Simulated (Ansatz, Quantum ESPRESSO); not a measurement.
## WS2 [001], 2H: uniaxial strain and lateral response

The c axis is held at a set length while the cell relaxes sideways. How do the lateral strain and the stress follow? The strained cell has c along the load; unstrained it is a = 3.1533 Å, b = 3.1533 Å, c = 12.1111 Å, α = 90.00°, β = 90.00°, γ = 120.00°, with 6 atoms.

Calculated with Quantum ESPRESSO 7.5, PBE-D3(BJ), GBRV 1.5 ultrasoft potentials, cutoff 680 eV, Fermi–Dirac smearing 0.02 eV, k-mesh 10×10×3, no spin polarisation, no spin-orbit coupling.

Relaxed positions at 0 %:

```csv
atom,x,y,z
W,0.3333,0.6667,0.2500
W,0.6667,0.3333,0.7500
S,0.3333,0.6667,0.6199
S,0.6667,0.3333,0.1199
S,0.3333,0.6667,0.8801
S,0.6667,0.3333,0.3801
```

| ε_c (%) | a (Å) | c (Å) | ε_a (%) | σ (GPa, tension positive) |
| --- | --- | --- | --- | --- |
| −3 | 3.1580 | 11.7478 | 0.151 | −2.59 |
| −2 | 3.1562 | 11.8689 | 0.092 | −1.57 |
| −1 | 3.1547 | 11.9900 | 0.044 | −0.67 |
| 0 | 3.1533 | 12.1111 | 0.000 | 0.01 |
| 1 | 3.1521 | 12.2323 | −0.037 | 0.66 |
| 3 | 3.1504 | 12.4745 | −0.092 | 1.58 |

**Question.** Fit both responses and give the free strain and the stress at +2 %, a row left out above.

Least squares with y = y0 + y1 ε + y2 ε² (ε in %) gives ε_a = 0.000 + (−0.0403) ε + (0.0033) ε² and σ = 0.04 + (0.691) ε + (−0.060) ε² GPa. The linear terms put the ratio of free to applied strain at −0.040 and the Young modulus at 69 GPa. The rows at ±1 % alone give −0.041 and 66 GPa, so higher orders enter the wide fit.

At +2 % the free strain comes out as −0.068 %. The run itself gives −0.067 %, so the estimate misses by 0.001 %, a rounding's worth.

The stress comes out as 1.18 GPa. The run itself gives 1.16 GPa, so the estimate misses by 0.02 GPa; the fitted rows themselves lie up to 0.04 GPa off the law.

The negative ε² term means that the crystal stiffens in compression and softens in tension.

The same fit over all rows at other levels or in other programs gives the strain ratio = −0.035 with PBE-D3(BJ) (Ansatz) and −0.035 with PBE-D3(BJ) (Quantum ESPRESSO, PseudoDojo).

[Logs are printed without paths, hosts, clocks, repeated set-up lines and the standing remarks that a program may print on its own settings, such as how far it seeks lower states.]
